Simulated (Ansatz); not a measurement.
# Glassy CaAl2Si2O8 (117 atoms): atom by atom

The starting structure: 117 atoms (18 Al, 9 Ca, 72 O, 18 Si) placed at random at 2.71 g/cm³, melted at 4500 K for 20 ps at fixed volume with the Morse and Coulomb pair potential with partial charges (Pedone, Malavasi, Menziani, Cormack and Segre, J. Phys. Chem. B 110, 11780 (2006)). Quenched from 4500 K to 300 K at 20 K/ps and fixed volume, held 5 ps. The density is a measured one.

Calculated values (Ansatz 0.2.0, Kohn-Sham DFT, PBE, PAW (set soft_2), plane waves; cutoff 420 eV, Γ point, fermi-dirac smearing of 0.05 eV; density 2.71 g/cm³) for step 2 of a relaxation.

Cell vectors (Å):

```
11.536 0.000 0.000
0.000 11.536 0.000
0.000 0.000 11.536
```

Positions in Å, forces in eV/Å:

```tsv
atom	x	y	z	fx	fy	fz
Al1	3.918	0.066	11.039	0.512	1.295	-0.120
Al2	9.682	11.079	1.042	-0.144	-0.015	-0.238
Al3	6.955	9.905	4.745	-0.105	-0.034	-0.660
Al4	3.543	2.519	3.212	-0.763	0.064	0.268
Al5	11.191	5.929	3.481	0.108	0.526	-0.194
Al6	9.314	11.333	5.935	0.203	-0.413	-1.071
Al7	10.249	7.774	10.383	-0.073	0.312	1.349
Al8	11.494	9.525	7.281	0.193	0.296	-0.647
Al9	5.091	11.428	6.298	0.980	0.710	0.331
Al10	4.679	7.403	7.855	0.603	0.170	-0.481
Al11	1.143	11.058	4.682	-0.360	0.493	-0.232
Al12	10.866	0.999	3.297	-0.645	0.953	-0.599
Al13	8.900	2.074	9.120	0.281	0.351	-0.401
Al14	6.436	10.208	8.165	0.545	-0.375	-0.141
Al15	1.211	11.027	1.333	0.008	-0.627	-0.743
Al16	6.976	0.507	11.287	1.016	-0.632	1.226
Al17	5.751	1.744	9.088	0.191	-0.714	0.045
Al18	3.946	6.976	1.628	-0.954	0.753	1.570
Ca19	2.859	8.520	10.420	-0.047	-0.410	-0.144
Ca20	4.841	3.671	6.088	-0.039	0.183	0.208
Ca21	2.585	8.768	6.194	-0.029	0.159	-0.109
Ca22	11.321	1.961	10.965	0.112	-0.043	0.001
Ca23	8.033	5.611	5.162	-0.100	0.030	0.014
Ca24	0.925	5.238	10.487	-0.032	-0.122	0.114
Ca25	7.697	7.472	8.689	-0.079	-0.050	-0.020
Ca26	4.083	3.521	0.057	-0.043	0.242	-0.079
Ca27	10.392	9.121	3.901	0.016	-0.076	0.104
O28	4.562	8.224	0.558	-0.129	0.315	-1.007
O29	9.506	9.478	1.772	-0.207	-0.945	0.334
O30	8.487	11.121	11.401	-1.340	0.382	-0.759
O31	0.152	7.498	11.349	-0.302	-0.955	-1.595
O32	0.034	7.397	2.506	-0.447	0.005	0.887
O33	3.554	10.979	7.045	-0.893	-0.598	-0.010
O34	2.233	1.075	8.804	-0.247	-0.536	0.684
O35	9.641	5.271	3.047	-0.678	-0.880	0.442
O36	2.551	2.948	7.149	1.391	0.593	0.561
O37	5.661	1.568	5.852	-0.168	0.315	0.006
O38	10.948	5.168	7.354	0.774	-0.973	0.661
O39	2.825	3.159	4.695	0.332	0.929	-0.003
O40	5.023	10.664	4.705	-0.097	-0.414	-0.526
O41	9.861	0.615	9.341	0.774	0.130	0.228
O42	6.890	1.249	1.369	-0.806	1.035	-1.341
O43	7.727	1.950	3.947	-0.363	1.327	-0.246
O44	0.449	9.708	5.564	-0.020	-0.450	0.219
O45	0.814	4.826	2.982	0.802	0.926	1.222
O46	1.634	0.968	5.474	0.258	0.714	0.425
O47	5.703	5.973	8.002	0.717	-0.409	-0.259
O48	3.097	7.537	8.436	-0.950	0.369	0.362
O49	2.463	3.516	9.907	0.716	1.173	1.497
O50	5.502	10.777	11.475	-0.175	0.164	-0.366
O51	9.510	2.975	7.688	-0.807	-0.651	0.119
O52	6.491	10.279	6.431	-0.114	-0.005	0.758
O53	5.063	3.348	3.237	0.262	-1.332	0.550
O54	7.201	3.623	5.848	-0.265	2.050	0.187
O55	8.186	1.018	6.295	-0.679	1.075	0.793
O56	4.778	1.581	10.521	-0.675	-0.564	1.234
O57	6.470	8.146	4.449	0.540	0.361	-0.059
O58	0.303	2.310	2.735	-0.558	-0.267	-0.004
O59	1.431	9.257	1.113	0.251	0.934	0.032
O60	9.933	6.074	9.881	0.744	0.095	-0.629
O61	2.636	3.207	1.882	-0.187	0.133	-0.470
O62	10.361	9.277	9.470	1.282	-0.931	0.338
O63	6.884	9.091	1.255	0.890	-0.337	0.566
O64	2.587	10.140	4.211	0.351	-0.354	-0.379
O65	11.262	0.029	0.483	0.498	-0.066	-0.001
O66	8.938	6.810	6.904	0.122	-0.255	-0.105
O67	5.602	3.371	8.531	-0.110	-0.333	-1.541
O68	8.724	9.881	5.145	0.271	-0.724	-0.293
O69	11.423	7.807	7.262	0.658	-0.281	1.177
O70	0.283	3.123	6.054	-1.133	0.496	-0.569
O71	5.048	5.091	10.411	-1.224	0.377	1.954
O72	8.281	7.108	2.083	-0.223	0.009	0.830
O73	3.323	10.587	9.741	0.569	-0.970	0.566
O74	7.351	1.595	9.866	-0.159	0.299	-0.260
O75	9.504	3.315	10.296	0.207	0.576	0.175
O76	4.010	7.516	3.366	-0.632	0.260	-0.801
O77	7.246	11.019	3.327	-0.296	0.119	-0.082
O78	10.544	0.435	4.871	0.369	-0.131	0.365
O79	10.829	6.538	5.090	0.003	-0.010	-0.937
O80	4.477	7.452	6.018	-0.701	-0.013	0.751
O81	5.565	5.720	4.276	0.631	-0.975	1.535
O82	7.151	4.776	2.476	0.780	-0.611	0.289
O83	4.532	10.117	2.255	0.160	-0.364	-0.730
O84	2.594	0.223	0.562	-0.389	0.175	0.347
O85	9.330	0.790	2.304	0.456	0.212	0.081
O86	8.726	7.994	11.224	-0.208	-0.038	-0.663
O87	3.634	0.840	3.275	-0.054	-0.195	-0.468
O88	0.484	11.211	2.965	0.239	-0.745	0.332
O89	5.617	0.173	8.333	-0.481	1.299	-0.385
O90	5.710	8.674	8.552	0.293	-0.822	0.049
O91	4.731	5.474	1.760	0.578	-1.266	-0.295
O92	10.090	10.573	7.370	0.401	0.356	-0.038
O93	2.277	6.823	0.996	0.445	-0.680	-0.562
O94	7.551	4.954	9.562	0.590	0.612	-0.120
O95	0.432	3.874	0.586	-0.437	0.056	-2.042
O96	8.742	5.131	0.442	0.067	-0.392	0.302
O97	8.026	10.156	8.823	0.158	-0.530	0.358
O98	1.323	10.195	8.125	0.302	-0.394	0.186
O99	0.413	2.975	8.623	-0.315	0.141	0.780
Si100	5.091	7.304	4.524	0.687	0.833	-0.461
Si101	7.239	2.089	5.502	0.179	-2.457	0.165
Si102	1.764	2.556	5.728	-0.277	-1.860	0.307
Si103	1.017	3.587	2.042	0.692	-1.218	0.559
Si104	8.964	4.881	10.421	-0.703	-1.439	-0.697
Si105	8.489	5.501	1.961	0.165	0.753	0.200
Si106	2.639	11.104	8.389	-0.341	-0.363	-1.360
Si107	5.621	4.769	2.935	-0.965	1.884	-1.348
Si108	7.650	0.930	2.715	0.771	-2.598	1.206
Si109	3.913	10.827	3.537	0.085	0.511	1.398
Si110	2.059	2.639	8.692	-1.149	0.780	-2.066
Si111	5.922	4.832	9.176	0.638	0.176	-0.677
Si112	10.566	6.590	6.696	-1.605	0.298	-0.264
Si113	5.406	9.536	1.050	-0.871	0.327	-0.110
Si114	9.589	10.583	8.959	-2.429	1.176	0.173
Si115	0.932	7.733	1.217	0.501	0.764	0.465
Si116	8.338	8.439	1.198	0.970	1.105	-0.943
Si117	10.960	3.517	7.397	0.885	0.681	-0.536
```

The quench rate of 20 K/ps is many orders above laboratory rates, so the cell is likely richer in defects and strain than a real sample. The network of bonds at the start is that of the classical potential that made the cell. Only the Γ point is sampled, in a cell whose shortest periodic width is 12 Å.

The r.m.s. force component is 0.708 eV/Å; the longest force, 2.97 eV/Å, acts on Si108. The energy lies 41.1 meV/atom below that of the first step of this run.

[Logs are printed without paths, hosts, clocks, repeated set-up lines and the standing remarks that a program may print on its own settings, such as how far it seeks lower states.]

[Hosts, paths, dates, database ids (printed as entryN), source tags and the programs' standing remarks are cut or masked in the printed files.]
